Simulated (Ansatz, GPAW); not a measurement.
## Work function of a 2-layer slab of Fe(100) at several levels

Aim: the work function of both faces of a 2-layer slab of Fe(100), and its spread over functionals and bases.

Program: GPAW 26.7.0 and Ansatz 0.2.0. Level of theory: GPAW, PAW setups; slab in vacuum, in the first sound run; inputs show where later runs differ. Results are calculated unless marked as measured.

### Step 1. Starting point

The cell holds 2 atoms: 2 Fe. Cell: a = 2.870 Å, b = 2.870 Å, c = 17.435 Å, α = 90.0°, β = 90.0°, γ = 90.0°. Vacuum lies along c.

Coordinates:

```cif
data_structure
_symmetry_space_group_name_H-M 'P 1'
_symmetry_Int_Tables_number 1
_cell_length_a 2.8700
_cell_length_b 2.8700
_cell_length_c 17.4350
_cell_angle_alpha 90.000
_cell_angle_beta 90.000
_cell_angle_gamma 90.000
_cell_volume 143.61
loop_
_atom_site_label
_atom_site_type_symbol
_atom_site_fract_x
_atom_site_fract_y
_atom_site_fract_z
_atom_site_occupancy
Fe1 Fe 0.50000 0.50000 0.45885 1
Fe2 Fe 0.00000 0.00000 0.54115 1
```

### Step 2. Relaxing the atoms

Forces are removed first; all later runs use this geometry. The lowest 1 atoms are held at bulk positions and keep their forces.

Input file run.py:

```python
import json
import numpy as np
from ase import Atoms
from ase.constraints import FixAtoms
from ase.optimize import BFGS
from gpaw import GPAW, PW

slab = Atoms(
    ['Fe', 'Fe'],
    positions=[
        [1.43500, 1.43500, 8.00000],
        [0.00000, 0.00000, 9.43500]],
    cell=[[2.87, 0.0, 0.0], [0.0, 2.87, 0.0], [0.0, 0.0, 17.435]],
    pbc=[True, True, False],
    magmoms=[2.5, 2.5])

slab.calc = GPAW(mode=PW(400), xc='PBE', kpts={'size': (11, 11, 1), 'gamma': True},
                 occupations={'name': 'fermi-dirac', 'width': 0.1}, nbands='140%',
                 convergence={'density': 0.0001}, maxiter=200,
                 poissonsolver={'dipolelayer': 'xy'},
                 symmetry={'tolerance': 1e-3}, txt='slab.txt')
result = {}
slab.set_constraint(FixAtoms([0]))
path = []
opt = BFGS(slab, maxstep=0.2)
opt.attach(lambda: path.append((slab.get_potential_energy(), slab.positions.tolist(), slab.get_forces().tolist())))
result['relaxed'] = bool(opt.run(fmax=0.05, steps=30))
result['path'] = path
energy = slab.get_potential_energy()
fermi = slab.calc.get_fermi_level()
v = slab.calc.get_electrostatic_potential().mean((0, 1)) - fermi
n = slab.calc.get_pseudo_density().mean((0, 1))
L = slab.cell[2, 2]
z = np.arange(len(v)) * L / len(v)
low, high = slab.positions[:, 2].min(), slab.positions[:, 2].max()
below, above = np.interp([low - 5.8, high + 5.8], z, v)
slopes = [np.interp(x, z, np.gradient(v, z)) for x in (low - 5.8, high + 5.8)]
eps = np.array([[slab.calc.get_eigenvalues(k, s) for k in range(len(slab.calc.get_ibz_k_points()))]
                for s in range(slab.calc.get_number_of_spins())]) - fermi
top, bottom = eps[eps < 0].max(), eps[eps > 0].min()
dipole = slab.get_dipole_moment()[2]
print(f'energy {energy:.4f} eV, Fermi level {fermi:.4f} eV, dipole {dipole:.5f} e A')
print(f'potential 5.8 A off the faces, from the Fermi level: lower {below:.4f} eV, upper {above:.4f} eV')
print(f'slope of the potential there: lower {slopes[0]:.5f}, upper {slopes[1]:.5f} eV/A')
print(f'nearest levels on the mesh: {top:.4f} and {bottom:.4f} eV')
print('magnetic moment', round(slab.get_magnetic_moment(), 3))
result.update(energy=energy, fermi=fermi, dipole=dipole, below=below, above=above, slopes=slopes, edges=[top, bottom],
              z=z.tolist(), v=v.tolist(), n=n.tolist(), positions=slab.positions.tolist(),
              forces=slab.get_forces(apply_constraint=False).tolist(), moments=slab.get_magnetic_moments().tolist())
json.dump(result, open('result.json', 'w'))
```

Launch:

```
> OMP_NUM_THREADS=1 OPENBLAS_NUM_THREADS=2 python run.py
```

The log of the run:

```text
Step          Energy          fmax
BFGS:    0      -15.336975        0.636639
BFGS:    1      -15.342591        0.598710
BFGS:    2      -15.381031        0.095595
BFGS:    3      -15.381852        0.012673
energy -15.3378 eV, Fermi level -1.5647 eV, dipole -0.00032 e A
potential 5.8 A off the faces, from the Fermi level: lower 3.9976 eV, upper 3.9980 eV
slope of the potential there: lower -0.00001, upper 0.00014 eV/A
nearest levels on the mesh: -0.0063 and 0.0060 eV
magnetic moment 5.89
```

The job ended after 3.9 min (2 threads of Arm Neoverse N1, shared host; peak memory 0.19 GiB).

Relaxation path:

| step | energy less that of the first step (eV) | largest force (eV/Å) |
| --- | --- | --- |
| 1 | 0.0000 | 0.6366 |
| 2 | -0.0061 | 0.5987 |
| 3 | -0.0539 | 0.0956 |
| 4 | -0.0534 | 0.0127 |

The atoms that moved most (Å):

| atom | dx | dy | dz | length |
| --- | --- | --- | --- | --- |
| Fe2 | 0.000 | 0.000 | -0.133 | 0.133 |

The relaxed structure:

```xyz
2
Lattice="2.8700 0.0000 0.0000 0.0000 2.8700 0.0000 0.0000 0.0000 17.4350" Properties=species:S:1:pos:R:3
Fe    1.4350    1.4350    8.0000
Fe    0.0000    0.0000    9.3021
```

Numbers from this step:

| Quantity | Value |
| --- | --- |
| dipole along the normal | -3.15e-4 e·Å |
| levels nearest the Fermi level on the mesh | -0.006268, 0.005973 eV from the Fermi level |
| upper work function | 3.998 eV |
| lower work function | 3.998 eV |
| site moments | 2.796, 2.796 μB |
| sum of the site moments | 5.592 μB |

The electrostatic potential energy of an electron (without an applied field's), less the Fermi level, planar mean by z:

z (Å), electrostatic potential energy of an electron (without an applied field's), less the Fermi level, planar mean (eV) and a bar from the least value:
```
      0.0        4.0 ##############################
      0.5        4.0 ##############################
      1.0        4.0 ##############################
      1.5        4.0 ##############################
      2.0        4.0 ##############################
      2.5        4.0 ##############################
      3.0        4.0 ##############################
      3.5        4.0 ##############################
      4.0        4.0 ##############################
      4.5        4.0 ##############################
      5.0        4.0 ##############################
      5.5        3.9 ##############################
      6.0        3.7 ##############################
      6.5        3.1 #############################
      7.0        1.1 #########################
      7.5       -5.5 ###############
      8.0      -14.6 
      8.5       -8.2 ##########
      9.0      -11.3 #####
      9.5      -12.3 ####
     10.0       -2.0 ####################
     10.5        2.2 ###########################
     11.0        3.4 #############################
     11.5        3.8 ##############################
     12.0        3.9 ##############################
     12.5        4.0 ##############################
     13.0        4.0 ##############################
     13.5        4.0 ##############################
     14.0        4.0 ##############################
     14.5        4.0 ##############################
     15.0        4.0 ##############################
     15.5        4.0 ##############################
     16.0        4.0 ##############################
     16.5        4.0 ##############################
     17.0        4.0 ##############################
```

Table of pseudo valence density, planar mean by z:

| z (Å) | pseudo valence density, planar mean (e/Å³) |
| --- | --- |
| 0.00 | 0 |
| 0.43 | 0 |
| 0.86 | 0 |
| 1.29 | 0 |
| 1.94 | 0 |
| 2.37 | 1.8e-6 |
| 2.80 | 4.8e-6 |
| 3.23 | 1.3e-5 |
| 3.66 | 3.6e-5 |
| 4.09 | 9.7e-5 |
| 4.74 | 4.4e-4 |
| 5.17 | 0.00119 |
| 5.60 | 0.00327 |
| 6.03 | 0.00901 |
| 6.46 | 0.0245 |
| 6.89 | 0.0678 |
| 7.53 | 0.388 |
| 7.96 | 1.03 |
| 8.39 | 0.610 |
| 8.83 | 0.548 |
| 9.26 | 1.03 |
| 9.69 | 0.495 |
| 10.33 | 0.0840 |
| 10.76 | 0.0297 |
| 11.19 | 0.0109 |
| 11.62 | 0.00396 |
| 12.05 | 0.00145 |
| 12.48 | 5.3e-4 |
| 13.13 | 1.2e-4 |
| 13.56 | 4.4e-5 |
| 13.99 | 1.7e-5 |
| 14.42 | 6.8e-6 |
| 14.85 | 3.1e-6 |
| 15.28 | 1.6e-6 |
| 15.93 | 0 |
| 16.36 | 0 |
| 16.79 | 0 |
| 17.22 | 0 |

Site moment by atom:

| atom | site moment (μB) |
| --- | --- |
| Fe1 | 2.80 |
| Fe2 | 2.80 |

The relaxation lowered the energy of the cell by 0.0534 eV (energies extrapolated to zero smearing; the optimiser's log prints free energies). The largest force left on a free atom is 0.013 eV/Å.

### Step 3. Plane waves, PBE

With the geometry fixed, the planar mean of the potential gives the vacuum level on each side.

Changes to run.py since step 2:

```diff
@@ -3,4 +3,2 @@
 from ase import Atoms
-from ase.constraints import FixAtoms
-from ase.optimize import BFGS
 from gpaw import GPAW, PW
@@ -11,3 +9,3 @@
         [1.43500, 1.43500, 8.00000],
-        [0.00000, 0.00000, 9.43500]],
+        [0.00000, 0.00000, 9.30211]],
     cell=[[2.87, 0.0, 0.0], [0.0, 2.87, 0.0], [0.0, 0.0, 17.435]],
@@ -18,3 +16,3 @@
                  occupations={'name': 'fermi-dirac', 'width': 0.1}, nbands='140%',
-                 convergence={'density': 0.0001}, maxiter=200,
+                 convergence={'density': 1e-05}, maxiter=200,
                  poissonsolver={'dipolelayer': 'xy'},
@@ -22,8 +20,2 @@
 result = {}
-slab.set_constraint(FixAtoms([0]))
-path = []
-opt = BFGS(slab, maxstep=0.2)
-opt.attach(lambda: path.append((slab.get_potential_energy(), slab.positions.tolist(), slab.get_forces().tolist())))
-result['relaxed'] = bool(opt.run(fmax=0.05, steps=30))
-result['path'] = path
 energy = slab.get_potential_energy()
```

The log of the run:

```text
energy -15.3378 eV, Fermi level -1.5648 eV, dipole -0.00016 e A
potential 5.8 A off the faces, from the Fermi level: lower 3.9976 eV, upper 3.9982 eV
slope of the potential there: lower -0.00006, upper 0.00019 eV/A
nearest levels on the mesh: -0.0063 and 0.0060 eV
magnetic moment 5.89
```

Wall time 67 s (2 threads); peak memory 0.19 GiB.

Numbers from this step:

```
dipole along the normal                    : -1.62e-4 e·Å
levels nearest the Fermi level on the mesh : -0.006275, 0.006033 eV from the Fermi level
```

Electrostatic potential energy of an electron (without an applied field's), less the Fermi level, planar mean against z:

| z (Å) | electrostatic potential energy of an electron (without an applied field's), less the Fermi level, planar mean (eV) |
| --- | --- |
| 0.0 | 4.00 |
| 0.5 | 4.00 |
| 1.0 | 4.00 |
| 1.5 | 4.00 |
| 2.0 | 4.00 |
| 2.5 | 4.00 |
| 3.0 | 4.00 |
| 3.5 | 4.00 |
| 4.0 | 4.00 |
| 4.5 | 3.99 |
| 5.0 | 3.97 |
| 5.5 | 3.91 |
| 6.0 | 3.72 |
| 6.5 | 3.09 |
| 7.0 | 1.10 |
| 7.5 | -5.51 |
| 8.0 | -14.6 |
| 8.5 | -8.21 |
| 9.0 | -11.3 |
| 9.5 | -12.3 |
| 10.0 | -1.96 |
| 10.5 | 2.17 |
| 11.0 | 3.43 |
| 11.5 | 3.82 |
| 12.0 | 3.94 |
| 12.5 | 3.98 |
| 13.0 | 3.99 |
| 13.5 | 4.00 |
| 14.0 | 4.00 |
| 14.5 | 4.00 |
| 15.0 | 4.00 |
| 15.5 | 4.00 |
| 16.0 | 4.00 |
| 16.5 | 4.00 |
| 17.0 | 4.00 |

Pseudo valence density, planar mean against z:

z (Å), pseudo valence density, planar mean (e/Å³) and a bar from the least value:
```
     0.00       0.00 
     0.43       0.00 
     0.86       0.00 
     1.29       0.00 
     1.94       0.00 
     2.37       0.00 
     2.80       0.00 
     3.23       0.00 
     3.66       0.00 
     4.09       0.00 
     4.74       0.00 
     5.17       0.00 
     5.60       0.00 
     6.03       0.01 
     6.46       0.02 #
     6.89       0.07 ##
     7.53       0.39 ###########
     7.96       1.03 ##############################
     8.39       0.61 ##################
     8.83       0.55 ################
     9.26       1.03 ##############################
     9.69       0.50 ##############
    10.33       0.08 ##
    10.76       0.03 #
    11.19       0.01 
    11.62       0.00 
    12.05       0.00 
    12.48       0.00 
    13.13       0.00 
    13.56       0.00 
    13.99       0.00 
    14.42       0.00 
    14.85       0.00 
    15.28       0.00 
    15.93       0.00 
    16.36       0.00 
    16.79       0.00 
    17.22       0.00
```

The potential is flat to 1.9e-4 eV/Å where it is read, so the vacuum is wide enough.

### Step 4. Self-consistent run: xc = "vdW-DF2"

The same geometry under vdW-DF2, to see how far the functional moves the levels against the vacuum (the van der Waals functionals take revPBE setups).

Changes to run.py since step 3:

```diff
@@ -14,3 +14,3 @@
 
-slab.calc = GPAW(mode=PW(400), xc='PBE', kpts={'size': (11, 11, 1), 'gamma': True},
+slab.calc = GPAW(mode=PW(400), xc='vdW-DF2', kpts={'size': (11, 11, 1), 'gamma': True},
                  occupations={'name': 'fermi-dirac', 'width': 0.1}, nbands='140%',
```

The log of the run:

```text
energy -113.7990 eV, Fermi level -1.9873 eV, dipole -0.00015 e A
potential 5.8 A off the faces, from the Fermi level: lower 4.5089 eV, upper 4.5093 eV
slope of the potential there: lower -0.00020, upper 0.00037 eV/A
nearest levels on the mesh: -0.0076 and 0.0048 eV
magnetic moment 5.674
```

Run time: 6.4 min. Hardware: 2 threads; peak memory 0.29 GiB.

This step gave:

| Item | Value |
| --- | --- |
| dipole along the normal | -1.49e-4 e·Å |
| levels nearest the Fermi level on the mesh | -0.007580, 0.004776 eV from the Fermi level |
| upper work function | 4.509 eV |
| lower work function | 4.509 eV |
| site moments | 2.700, 2.700 μB |
| sum of the site moments | 5.400 μB |

Electrostatic potential energy of an electron (without an applied field's), less the Fermi level, planar mean against z:

| z (Å) | electrostatic potential energy of an electron (without an applied field's), less the Fermi level, planar mean (eV) |
| --- | --- |
| 0.0 | 4.51 |
| 0.5 | 4.51 |
| 1.0 | 4.51 |
| 1.5 | 4.51 |
| 2.0 | 4.51 |
| 2.5 | 4.51 |
| 3.0 | 4.51 |
| 3.5 | 4.51 |
| 4.0 | 4.50 |
| 4.5 | 4.49 |
| 5.0 | 4.47 |
| 5.5 | 4.39 |
| 6.0 | 4.15 |
| 6.5 | 3.44 |
| 7.0 | 1.36 |
| 7.5 | -5.34 |
| 8.0 | -14.4 |
| 8.5 | -8.08 |
| 9.0 | -11.2 |
| 9.5 | -12.2 |
| 10.0 | -1.76 |
| 10.5 | 2.46 |
| 11.0 | 3.82 |
| 11.5 | 4.27 |
| 12.0 | 4.43 |
| 12.5 | 4.48 |
| 13.0 | 4.50 |
| 13.5 | 4.51 |
| 14.0 | 4.51 |
| 14.5 | 4.51 |
| 15.0 | 4.51 |
| 15.5 | 4.51 |
| 16.0 | 4.51 |
| 16.5 | 4.51 |
| 17.0 | 4.51 |

The pseudo valence density, planar mean by z:

z (Å), pseudo valence density, planar mean (e/Å³) and a bar:
```
        3       0.00 
        4       0.00 
        5       0.00 
        6       0.01 
        7       0.10 ###
        8       1.01 ##############################
        9       0.73 ######################
       10       0.21 ######
       11       0.02 #
       12       0.00 
       13       0.00 
       14       0.00
```

Site moment by atom:

| atom | site moment (μB) |
| --- | --- |
| Fe1 | 2.70 |
| Fe2 | 2.70 |

Force by atom:

| atom | x (eV/Å) | y (eV/Å) | z (eV/Å) | size |
| --- | --- | --- | --- | --- |
| Fe1 | 0.000 | 0.000 | -0.386 | 0.386 |
| Fe2 | 0.000 | 0.000 | 0.397 | 0.397 |

The upper face's work function is 4.509 eV, against 3.998 eV in the first plane-wave PBE run at this geometry.

### Step 5. OptPBE vdW: xc = "optPBE-vdW"

The same geometry under optPBE-vdW, to see how far the functional moves the levels against the vacuum (the van der Waals functionals take revPBE setups).

Changes to run.py since step 4:

```diff
@@ -14,3 +14,3 @@
 
-slab.calc = GPAW(mode=PW(400), xc='vdW-DF2', kpts={'size': (11, 11, 1), 'gamma': True},
+slab.calc = GPAW(mode=PW(400), xc='optPBE-vdW', kpts={'size': (11, 11, 1), 'gamma': True},
                  occupations={'name': 'fermi-dirac', 'width': 0.1}, nbands='140%',
```

The log of the run:

```text
energy -33.7608 eV, Fermi level -1.7712 eV, dipole -0.00015 e A
potential 5.8 A off the faces, from the Fermi level: lower 4.2487 eV, upper 4.2490 eV
slope of the potential there: lower -0.00013, upper 0.00028 eV/A
nearest levels on the mesh: -0.0031 and 0.0344 eV
magnetic moment 5.809
```

The job ended after 82 s (2 threads; peak memory 0.28 GiB).

This step gave:

- dipole along the normal: -1.47e-4 e·Å
- levels nearest the Fermi level on the mesh: -0.003140, 0.03435 eV from the Fermi level
- upper work function: 4.249 eV
- lower work function: 4.249 eV
- site moments: 2.761, 2.761 μB
- sum of the site moments: 5.522 μB

Electrostatic potential energy of an electron (without an applied field's), less the Fermi level, planar mean against z:

| z (Å) | electrostatic potential energy of an electron (without an applied field's), less the Fermi level, planar mean (eV) |
| --- | --- |
| 0 | 4.25 |
| 1 | 4.25 |
| 2 | 4.25 |
| 3 | 4.25 |
| 4 | 4.24 |
| 5 | 4.21 |
| 6 | 3.91 |
| 7 | 1.21 |
| 8 | -14.4 |
| 9 | -11.2 |
| 10 | -1.86 |
| 11 | 3.60 |
| 12 | 4.17 |
| 13 | 4.24 |
| 14 | 4.25 |
| 15 | 4.25 |
| 16 | 4.25 |
| 17 | 4.25 |

The upper face's work function is 4.249 eV, against 3.998 eV in the first plane-wave PBE run at this geometry.

### Step 6. Self-consistent run

The same geometry under PBEsol, to see how far the functional moves the levels against the vacuum.

Changes to run.py since step 5:

```diff
@@ -14,3 +14,3 @@
 
-slab.calc = GPAW(mode=PW(400), xc='optPBE-vdW', kpts={'size': (11, 11, 1), 'gamma': True},
+slab.calc = GPAW(mode=PW(400), xc='PBEsol', kpts={'size': (11, 11, 1), 'gamma': True},
                  occupations={'name': 'fermi-dirac', 'width': 0.1}, nbands='140%',
```

The log of the run:

```text
FileNotFoundError: Could not find required PAW dataset file "Fe.PBEsol".
```

The job ended after 1.3 s (2 threads; peak memory 0.1 GiB).

The input was rejected at the start.

The program's message: “FileNotFoundError: Could not find required PAW dataset file "Fe.PBEsol".”

### Step 7. Self-consistent run: xc = "RPBE"

The same geometry under RPBE, to see how far the functional moves the levels against the vacuum.

Changes to run.py since step 6:

```diff
@@ -14,3 +14,3 @@
 
-slab.calc = GPAW(mode=PW(400), xc='PBEsol', kpts={'size': (11, 11, 1), 'gamma': True},
+slab.calc = GPAW(mode=PW(400), xc='RPBE', kpts={'size': (11, 11, 1), 'gamma': True},
                  occupations={'name': 'fermi-dirac', 'width': 0.1}, nbands='140%',
```

The log of the run:

```text
energy -14.7036 eV, Fermi level -1.3893 eV, dipole -0.00016 e A
potential 5.8 A off the faces, from the Fermi level: lower 3.8186 eV, upper 3.8190 eV
slope of the potential there: lower -0.00009, upper 0.00021 eV/A
nearest levels on the mesh: -0.0029 and 0.0405 eV
magnetic moment 5.926
```

The job ended after 67 s (2 threads; peak memory 0.19 GiB).

This step gave:

```
dipole along the normal                    : -1.56e-4 e·Å
levels nearest the Fermi level on the mesh : -0.002850, 0.04051 eV from the Fermi level
upper work function                        : 3.819 eV
lower work function                        : 3.819 eV
site moments                               : 2.820, 2.820 μB
sum of the site moments                    : 5.640 μB
```

The electrostatic potential energy of an electron (without an applied field's), less the Fermi level, planar mean by z:

| z (Å) | electrostatic potential energy of an electron (without an applied field's), less the Fermi level, planar mean (eV) |
| --- | --- |
| 0.0 | 3.82 |
| 0.5 | 3.82 |
| 1.0 | 3.82 |
| 1.5 | 3.82 |
| 2.0 | 3.82 |
| 2.5 | 3.82 |
| 3.0 | 3.82 |
| 3.5 | 3.82 |
| 4.0 | 3.82 |
| 4.5 | 3.81 |
| 5.0 | 3.79 |
| 5.5 | 3.73 |
| 6.0 | 3.53 |
| 6.5 | 2.91 |
| 7.0 | 0.929 |
| 7.5 | -5.67 |
| 8.0 | -14.7 |
| 8.5 | -8.38 |
| 9.0 | -11.5 |
| 9.5 | -12.5 |
| 10.0 | -2.12 |
| 10.5 | 1.99 |
| 11.0 | 3.24 |
| 11.5 | 3.64 |
| 12.0 | 3.76 |
| 12.5 | 3.80 |
| 13.0 | 3.81 |
| 13.5 | 3.82 |
| 14.0 | 3.82 |
| 14.5 | 3.82 |
| 15.0 | 3.82 |
| 15.5 | 3.82 |
| 16.0 | 3.82 |
| 16.5 | 3.82 |
| 17.0 | 3.82 |

The upper face's work function is 3.819 eV, against 3.998 eV in the first plane-wave PBE run at this geometry.

### Step 8. Real-space grid: mode = "fd"

A real-space grid is a second complete basis, so it checks the plane-wave result.

Changes to run.py since step 7:

```diff
@@ -3,3 +3,3 @@
 from ase import Atoms
-from gpaw import GPAW, PW
+from gpaw import GPAW
 
@@ -14,3 +14,3 @@
 
-slab.calc = GPAW(mode=PW(400), xc='RPBE', kpts={'size': (11, 11, 1), 'gamma': True},
+slab.calc = GPAW(mode='fd', h=0.18, xc='PBE', kpts={'size': (11, 11, 1), 'gamma': True},
                  occupations={'name': 'fermi-dirac', 'width': 0.1}, nbands='140%',
```

The log of the run:

```text
energy -15.6948 eV, Fermi level -3.9938 eV, dipole -0.00000 e A
potential 5.8 A off the faces, from the Fermi level: lower 3.9938 eV, upper 3.9938 eV
slope of the potential there: lower -0.00008, upper 0.00009 eV/A
nearest levels on the mesh: -0.0065 and 0.0096 eV
magnetic moment 5.889
```

Wall time 6.3 min (2 threads); peak memory 0.48 GiB.

This step gave:

```yaml
dipole_along_the_normal: -3.26e-6 e·Å
levels_nearest_the_fermi_level_on_the_mesh: -0.006481, 0.009607 eV from the Fermi level
upper_work_function: 3.994 eV
lower_work_function: 3.994 eV
site_moments: 2.800, 2.800 μB
sum_of_the_site_moments: 5.601 μB
```

The upper face's work function is 3.994 eV, against 3.998 eV in the first plane-wave PBE run at this geometry.

(Continued in part 2 of 3.)

[Logs are printed without paths, hosts, clocks, repeated set-up lines and the standing remarks that a program may print on its own settings, such as how far it seeks lower states.]

[Hosts, paths, dates, database ids (printed as entryN), source tags and the programs' standing remarks are cut or masked in the printed files.]
